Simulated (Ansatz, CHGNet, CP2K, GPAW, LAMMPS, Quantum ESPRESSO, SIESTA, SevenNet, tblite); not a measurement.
## Amorphous Hg30S21Se9 (60 atoms) in CP2K

Wanted: CP2K inputs and outputs for amorphous Hg30S21Se9 (60 atoms), checked against a plane-wave reference.

Calculated with CP2K 2026.2; the method is named at each step.

**1. Starting point**

The cell holds 60 atoms: 30 Hg, 21 S and 9 Se. Its edges and angles: a = 11.895 Å, b = 11.895 Å, c = 11.895 Å, α = 90.0°, β = 90.0°, γ = 90.0°. 60 atoms (30 Hg, 21 S, 9 Se) placed at random at 7.3 g/cm³, melted at 2500 K for 10 ps at fixed volume with the Stillinger-Weber II-VI potential (Zhou et al., Phys. Rev. B 88, 085309 (2013)). Quenched from 2500 K to 300 K at 3 K/ps and fixed volume, held 5 ps, then minimised at fixed cell.

The yardstick, on the same geometry:

| Property | Result |
| --- | --- |
| method | Kohn-Sham DFT, PBE, PAW, plane waves (Ansatz 0.2.0); cutoff 420 eV, Γ point, fermi-dirac smearing of 0.05 eV; PAW set soft_2 |
| r.m.s. force component | 0.4119 eV/Å |
| longest force | 1.588 eV/Å |
| pressure | 0.5219 GPa |
| SCF cycles | 12 |
| time | 21 s on 8 threads of Arm Neoverse V1, shared host |
| CPU time | 2.3 min |

**2. PBE, DZVP-MOLOPT-SR, 600/60 Ry, diagonalisation**

Method: Kohn-Sham DFT, PBE, GTH-PBE pseudopotentials, Gaussian and plane waves, DZVP-MOLOPT-SR-GTH, diagonalisation.

The input, input.inp:

```
&GLOBAL
  PROJECT cell
  RUN_TYPE ENERGY_FORCE
  PRINT_LEVEL LOW
&END GLOBAL
&FORCE_EVAL
  METHOD QS
  STRESS_TENSOR ANALYTICAL
  &DFT
    BASIS_SET_FILE_NAME BASIS_MOLOPT
    POTENTIAL_FILE_NAME GTH_POTENTIALS
    &MGRID
      CUTOFF 600
      REL_CUTOFF 60
      NGRIDS 5
    &END MGRID
    &QS
      EPS_DEFAULT 1.0E-12
    &END QS
    &SCF
      SCF_GUESS ATOMIC
      EPS_SCF 5.0E-06
      MAX_SCF 200
      ADDED_MOS 14
      &DIAGONALIZATION
        ALGORITHM STANDARD
      &END DIAGONALIZATION
      &SMEAR ON
        METHOD FERMI_DIRAC
        ELECTRONIC_TEMPERATURE [K] 580
      &END SMEAR
      &MIXING
        METHOD BROYDEN_MIXING
        ALPHA 0.3
        NBROYDEN 12
      &END MIXING
      &PRINT
        &RESTART OFF
        &END RESTART
      &END PRINT
    &END SCF
    &XC
      &XC_FUNCTIONAL PBE
      &END XC_FUNCTIONAL
    &END XC
    &PRINT
      &MULLIKEN ON
      &END MULLIKEN
      &HIRSHFELD ON
        SHAPE_FUNCTION DENSITY
      &END HIRSHFELD
      &MO ON
        EIGENVALUES T
        OCCUPATION_NUMBERS T
        MO_INDEX_RANGE 259 282
        &EACH
          QS_SCF 0
        &END EACH
        ADD_LAST NUMERIC
      &END MO
    &END PRINT
  &END DFT
  &SUBSYS
    &CELL
      A 11.89490 0.00000 0.00000
      B 0.00000 11.89490 0.00000
      C 0.00000 0.00000 11.89490
    &END CELL
    &COORD
      SCALED
      Hg 0.07001 0.78688 0.21352
      Hg 0.06669 0.68095 0.97269
      Hg 0.95640 0.46892 0.76005
      Hg 0.50280 0.97084 0.14502
      Hg 0.73983 0.65799 0.74687
      Hg 0.72809 0.84180 0.52689
      Hg 0.51707 0.62223 0.26623
      Hg 0.79160 0.11802 0.98247
      Hg 0.43066 0.61959 0.94235
      Hg 0.32036 0.25321 0.24960
      Hg 0.42898 0.93780 0.39559
      Hg 0.75135 0.44220 0.00462
      Hg 0.44264 0.60232 0.58886
      Hg 0.07053 0.05949 0.48075
      Hg 0.86772 0.56686 0.33219
      Hg 0.85264 0.27396 0.52592
      Hg 0.76987 0.76878 0.05609
      Hg 0.01097 0.29852 0.18980
      Hg 0.12872 0.42830 0.44747
      Hg 0.15078 0.20781 0.81813
      Hg 0.79389 0.01922 0.30316
      Hg 0.41824 0.23149 0.92134
      Hg 0.61126 0.34534 0.74479
      Hg 0.64168 0.29702 0.27505
      Hg 0.95151 0.93143 0.73768
      Hg 0.14150 0.99522 0.05511
      Hg 0.04613 0.68580 0.53091
      Hg 0.29688 0.89770 0.73692
      Hg 0.59100 0.07616 0.67013
      Hg 0.40632 0.26527 0.55514
      S 0.93663 0.17202 0.35492
      S 0.62841 0.27196 0.49486
      S 0.94449 0.87302 0.51763
      S 0.47549 0.41349 0.20158
      S 0.43646 0.73484 0.75825
      S 0.92134 0.48433 0.53763
      S 0.53329 0.42503 0.95729
      S 0.81903 0.40022 0.20565
      S 0.64182 0.86644 0.72920
      S 0.66703 0.11123 0.16143
      S 0.85891 0.81323 0.25758
      S 0.65374 0.51740 0.59784
      S 0.23106 0.54221 0.99299
      S 0.39127 0.71958 0.41201
      S 0.18896 0.42907 0.21192
      S 0.16193 0.41805 0.79451
      S 0.68618 0.66715 0.39692
      S 0.62385 0.01627 0.45022
      S 0.86071 0.61111 0.92487
      S 0.29293 0.44353 0.59030
      S 0.16638 0.64747 0.35002
      Se 0.54677 0.75201 0.08846
      Se 0.01546 0.17157 0.00509
      Se 0.12118 0.87189 0.86956
      Se 0.29042 0.11427 0.43231
      Se 0.36434 0.11804 0.72884
      Se 0.33551 0.10455 0.08520
      Se 0.81390 0.29904 0.83138
      Se 0.78210 0.91837 0.88617
      Se 0.98236 0.14767 0.68273
    &END COORD
    &KIND Hg
      BASIS_SET DZVP-MOLOPT-SR-GTH-q12
      POTENTIAL GTH-PBE-q12
    &END KIND
    &KIND S
      BASIS_SET DZVP-MOLOPT-SR-GTH-q6
      POTENTIAL GTH-PBE-q6
    &END KIND
    &KIND Se
      BASIS_SET DZVP-MOLOPT-SR-GTH-q6
      POTENTIAL GTH-PBE-q6
    &END KIND
  &END SUBSYS
  &PRINT
    &FORCES ON
    &END FORCES
    &STRESS_TENSOR ON
    &END STRESS_TENSOR
  &END PRINT
&END FORCE_EVAL
```

Launch:

```
$ OMP_NUM_THREADS=2 cp2k.psmp -i input.inp > output.txt
```

Numbers of over 12 decimals in the logs are rounded to 6 here.

The program printed:

```text
CP2K| version string:                                       CP2K version 2026.2
 CP2K| Input file name                                                 input.inp
 GLOBAL| Basis set file name                                        BASIS_MOLOPT
 GLOBAL| Potential file name                                      GTH_POTENTIALS
 GLOBAL| Run type                                                   ENERGY_FORCE
 GLOBAL| Total number of message passing processes                             1
 GLOBAL| Number of threads for this process                                    2
 TOTAL NUMBERS AND MAXIMUM NUMBERS
  Total number of            - Atomic kinds:                                   3
                             - Atoms:                                         60
                             - Shell sets:                                    60
                             - Shells:                                       360
                             - Primitive Cartesian functions:                300
                             - Cartesian basis functions:                   1320
                             - Spherical basis functions:                   1140
  Maximum angular momentum of- Orbital basis functions:                        3
                             - Local part of the GTH pseudopotential:          0
                             - Non-local part of the GTH pseudopotential:      4
 SCF PARAMETERS         Density guess:                                    ATOMIC
                        max_scf:                                             200
                        eps_scf:                                        5.00E-06
                        added MOs                                        14    0
                        Mixing method:                            BROYDEN_MIXING
                                                charge density mixing in g-space
                        Smear method:                                FERMI_DIRAC
                        Electronic temperature [K]:                        580.0
                        Electronic temperature [a.u.]:                  1.84E-03
                        Accuracy threshold:                             1.00E-10
 Extrapolation method: initial_guess
 Number of electrons:                                                        540
 Number of occupied orbitals:                                                270
 Number of molecular orbitals:                                               284
 Number of orbital functions:                                               1140
 Number of independent orbital functions:                                   1140
 SCF WAVEFUNCTION OPTIMIZATION
  Step     Update method      Time    Convergence         Total energy    Change
     1 NoMix/Diag. 0.30E+00    6.4     1.31122754     -1535.4432561059 -1.54E+03
     2 Broy./Diag. 0.30E+00    8.5     0.70573617     -1536.8641570657 -1.42E+00
     3 Broy./Diag. 0.30E+00    8.7     0.53193466     -1536.0104434477  8.54E-01
     4 Broy./Diag. 0.30E+00    8.7     0.42596304     -1534.6337230643  1.38E+00
[...]
19 Broy./Diag. 0.30E+00    9.3     0.00000527     -1532.7085390932 -6.02E-05
    20 Broy./Diag. 0.30E+00    9.3     0.00000303     -1532.7085361284  2.96E-06
  *** SCF run converged in    20 steps ***
  Electronic density on regular grids:       -540.0000000000        0.0000000000
  Core density on regular grids:              539.9999999992       -0.0000000008
  Total charge density on r-space grids:       -0.0000000008
  Total charge density g-space grids:          -0.0000000008
  Overlap energy of the core charge distribution:               1.95186e-08
  Self energy of the core charge distribution:              -2824.965367
  Core Hamiltonian energy:                                    811.070470
  Hartree energy:                                             724.814806
  Exchange-correlation energy:                               -243.621725
  Electronic entropic energy:                                  -0.00672091
  Fermi energy:                                                 0.145960
  Total energy:                                             -1532.708536
  Total energy (extrapolated to T->0):                      -1532.705176
 MO| EIGENVALUES AND OCCUPATION NUMBERS
 MO|
 MO|  Index      Eigenvalue [a.u.]        Eigenvalue [eV]             Occupation
 MO|    259               0.108021               2.939405               2.000000
 MO|    260               0.109830               2.988637               2.000000
 MO|    261               0.113812               3.096995               2.000000
[...]
MO|    281               0.183623               4.996623               0.000000
 MO|    282               0.188190               5.120923               0.000000
 MO| Sum:                                                             540.000000
 MO| E(Fermi):            0.145960 a.u.          3.971766 eV
 !-----------------------------------------------------------------------------!
                     Mulliken Population Analysis
 #  Atom  Element  Kind  Atomic population                           Net charge
       1     Hg       1         12.017099                             -0.017099
       2     Hg       1         11.950026                              0.049974
       3     Hg       1         12.006302                             -0.006302
[...]
59     Se       3          5.963765                              0.036235
      60     Se       3          6.054150                             -0.054150
 # Total charge                            540.000000                  0.000000
 !-----------------------------------------------------------------------------!
 !-----------------------------------------------------------------------------!
                           Hirshfeld Charges
  #Atom  Element  Kind  Ref Charge     Population                    Net charge
      1       Hg     1      12.000         11.884                         0.116
      2       Hg     1      12.000         11.787                         0.213
      3       Hg     1      12.000         11.774                         0.226
[...]
59       Se     3       6.000          6.123                        -0.123
     60       Se     3       6.000          6.224                        -0.224
  Total Charge                                                            0.000
 !-----------------------------------------------------------------------------!
 ENERGY| Total FORCE_EVAL ( QS ) energy [hartree]          -1532.708508
 FORCES| Atomic forces [hartree/bohr]
 FORCES|   Atom     x               y               z               |f|
 FORCES|      1  9.89554571E-03  6.84540398E-03 -3.88984378E-03   1.26456421E-02
 FORCES|      2  1.32885150E-02 -1.07876303E-02  3.31646020E-03   1.74343485E-02
 FORCES|      3  8.26561059E-03 -7.48625220E-03  9.45614309E-04   1.11918934E-02
[...]
FORCES|     59 -7.22945492E-03  2.60519433E-03 -1.59489859E-02   1.77037343E-02
 FORCES|     60  7.24426456E-04 -5.42873052E-03 -1.55080925E-02   1.64467882E-02
 FORCES| Sum     1.30870368E-05 -5.30699487E-06 -1.10771433E-05
 FORCES| Total atomic force                                       1.79481985E-05
 STRESS| Analytical stress tensor [bar]
 STRESS|                        x                   y                   z
 STRESS|      x        1.09788958165E+04  -3.85748261589E+03   2.13896668396E+03
 STRESS|      y       -3.85748261589E+03   7.69857065262E+03  -3.65188384831E+02
 STRESS|      z        2.13896668396E+03  -3.65188384831E+02   1.17324123575E+04
 STRESS| 1/3 Trace                                             1.01366262756E+04
```

Wall time 3.5 min (2 threads of Arm Neoverse V1, shared host); peak memory 4.8 GiB; 6.5 min of CPU time.

Banners, paths, timers and routine set-up lines are dropped from the logs unmarked, and long logs keep their key lines alone; longer cuts are marked.

Compared with the plane-wave run:

```
r.m.s. force component                  : 0.4212 eV/Å
r.m.s. difference of force components   : 37.62 meV/Å
longest difference of force vectors     : 160.8 meV/Å
force difference over r.m.s. force      : 9.134 %
slope of forces against the reference's : 1.019
correlation of force components         : 0.9962
pressure                                : 1.014 GPa
pressure difference                     : 0.4918 GPa
```

Length of the force difference by element (eV/Å):

```tsv
element	atoms	mean	most
Hg	30	0.072	0.16
S	21	0.044	0.13
Se	9	0.045	0.086
```

A closer look about S43, which has 2 bonded neighbours where the commonest count for S is 3: 9 atoms, nearest first, numbered in the order of the input, with positions taken from that point.

```tsv
atom	x	y	z	distance (Å)	bonds	Hirshfeld charge (e)	Fx	Fy	Fz (eV/Å)
S43	0.00	0.00	0.00	0.00	2	-0.18	-0.49	-0.04	0.03
Hg2	-1.96	1.65	-0.24	2.57	3	0.21	0.68	-0.55	0.17
Hg9	2.37	0.92	-0.60	2.62	4	0.23	-0.66	-0.17	-0.19
S46	-0.82	-1.48	-2.36	2.90	2	-0.17	0.35	0.78	0.08
S45	-0.50	-1.35	2.60	2.97	3	-0.20	-0.91	-0.94	0.92
S37	3.59	-1.39	-0.42	3.88	4	-0.22	-0.16	-0.56	-0.56
S34	2.91	-1.53	2.48	4.12	3	-0.27	0.47	0.20	0.41
S35	2.44	2.29	-2.79	4.36	3	-0.24	-0.12	0.25	-0.27
Hg1	-1.92	2.91	2.62	4.36	2	0.12	0.51	0.35	-0.20
```

Forces lie 9.1 % from the reference's, at 2.8 times its CPU time (on 2 against 8 cores).

**3. PBE, SZV-MOLOPT-SR, 600/60 Ry, diagonalisation**

Method: Kohn-Sham DFT, PBE, GTH-PBE pseudopotentials, Gaussian and plane waves, SZV-MOLOPT-SR-GTH, diagonalisation.

input.inp, as its differences from that of step 2:

```diff
@@ -68,8 +68,8 @@
     &END CELL
-    &COORD
-      SCALED
-[... 60 atom lines left out: the same atoms as in the first run ...]
-    &END COORD
+    &TOPOLOGY
+      COORD_FILE_NAME structure.xyz
+      COORD_FILE_FORMAT XYZ
+    &END TOPOLOGY
     &KIND Hg
-      BASIS_SET DZVP-MOLOPT-SR-GTH-q12
+      BASIS_SET SZV-MOLOPT-SR-GTH-q12
       POTENTIAL GTH-PBE-q12
@@ -77,3 +77,3 @@
     &KIND S
-      BASIS_SET DZVP-MOLOPT-SR-GTH-q6
+      BASIS_SET SZV-MOLOPT-SR-GTH-q6
       POTENTIAL GTH-PBE-q6
@@ -81,3 +81,3 @@
     &KIND Se
-      BASIS_SET DZVP-MOLOPT-SR-GTH-q6
+      BASIS_SET SZV-MOLOPT-SR-GTH-q6
       POTENTIAL GTH-PBE-q6
```

The input, structure.xyz:

```xyz
60

Hg 0.83276 9.35986 2.53980
Hg 0.79327 8.09983 11.57005
Hg 11.37628 5.57776 9.04072
Hg 5.98076 11.54804 1.72500
Hg 8.80020 7.82673 8.88394
Hg 8.66056 10.01313 6.26730
Hg 6.15050 7.40136 3.16678
Hg 9.41600 1.40384 11.68638
Hg 5.12266 7.36996 11.20916
Hg 3.81065 3.01191 2.96897
Hg 5.10267 11.15504 4.70550
Hg 8.93723 5.25992 0.05495
Hg 5.26516 7.16454 7.00443
Hg 0.83895 0.70763 5.71847
Hg 10.32144 6.74274 3.95137
Hg 10.14207 3.25873 6.25577
Hg 9.15753 9.14456 0.66718
Hg 0.13049 3.55087 2.25765
Hg 1.53111 5.09459 5.32261
Hg 1.79351 2.47188 9.73157
[... 36 atom lines left out ...]
Se 3.99086 1.24361 1.01345
Se 9.68126 3.55705 9.88918
Se 9.30300 10.92392 10.54090
Se 11.68507 1.75652 8.12101
```

Launch:

```
$ OMP_NUM_THREADS=1 cp2k.psmp -i input.inp > output.txt
```

The program printed:

```text
CP2K| version string:                                       CP2K version 2026.2
 CP2K| Input file name                                                 input.inp
 GLOBAL| Basis set file name                                        BASIS_MOLOPT
 GLOBAL| Potential file name                                      GTH_POTENTIALS
 GLOBAL| Run type                                                   ENERGY_FORCE
 GLOBAL| Total number of message passing processes                             1
 GLOBAL| Number of threads for this process                                    1
[... lines left out ...]
                        Smear method:                                FERMI_DIRAC
[... lines left out ...]
 Number of electrons:                                                        540
[... lines left out ...]
  Step     Update method      Time    Convergence         Total energy    Change
[... lines left out ...]
  *** SCF run converged in    23 steps ***
[... lines left out ...]
  Fermi energy:                                                 0.178795
  Total energy:                                             -1530.607178
  Total energy (extrapolated to T->0):                      -1530.603669
[... lines left out ...]
 MO| E(Fermi):            0.178795 a.u.          4.865250 eV
[... lines left out ...]
     60       Se     3       6.000          6.231                        -0.231
  Total Charge                                                            0.000
 !-----------------------------------------------------------------------------!
 ENERGY| Total FORCE_EVAL ( QS ) energy [hartree]          -1530.607179
 FORCES| Atomic forces [hartree/bohr]
 FORCES|   Atom     x               y               z               |f|
 FORCES|      1  1.22980693E-02  6.48943066E-03 -4.68801057E-03   1.46742176E-02
 FORCES|      2  1.28818909E-02 -2.30699527E-02  9.65556075E-03   2.81317558E-02
 FORCES|      3  1.52554649E-02 -1.79535768E-03 -2.63244580E-03   1.55846813E-02
[...]
FORCES|     59 -4.89061577E-03  4.70294447E-03 -9.36551910E-03   1.15649798E-02
 FORCES|     60  1.61334550E-03 -4.55969314E-03 -1.84134408E-02   1.90380799E-02
 FORCES| Sum     5.07789337E-06 -7.22886214E-06 -2.48446811E-05
 FORCES| Total atomic force                                       2.63685348E-05
 STRESS| Analytical stress tensor [bar]
 STRESS|                        x                   y                   z
 STRESS|      x        1.90594630204E+04  -7.84508129055E+03   3.94107951660E+03
 STRESS|      y       -7.84508129055E+03   1.77279147555E+04   1.65356113479E+02
 STRESS|      z        3.94107951660E+03   1.65356113479E+02   2.23771272210E+04
 STRESS| 1/3 Trace                                             1.97215016656E+04
```

The job ended after 3.8 min (1 thread; peak memory 4.5 GiB).

Against the reference:

* r.m.s. force component: 0.6192 eV/Å
* r.m.s. difference of force components: 320.9 meV/Å
* longest difference of force vectors: 1273 meV/Å
* force difference over r.m.s. force: 77.91 %
* slope of forces against the reference's: 1.327
* correlation of force components: 0.8824
* pressure: 1.972 GPa
* pressure difference: 1.45 GPa

This is a coarse setting, run to see what it loses.

Against the first run (9.1 %), the force difference from the reference is 78 %, at 0.59 times the CPU time (on 1 against 2 cores), with 390 basis functions against 1140: the smaller basis costs accuracy.

(Part 1 of 3 ends here.)

[Also dropped from logs without a mark: logging warnings of Python, and SIESTA's first energy breakdown and zero terms.]

[Logs are printed without paths, hosts, clocks, repeated set-up lines and the standing remarks that a program may print on its own settings, such as how far it seeks lower states.]

[Hosts, paths, dates, database ids (printed as entryN), source tags and the programs' standing remarks are cut or masked in the printed files.]
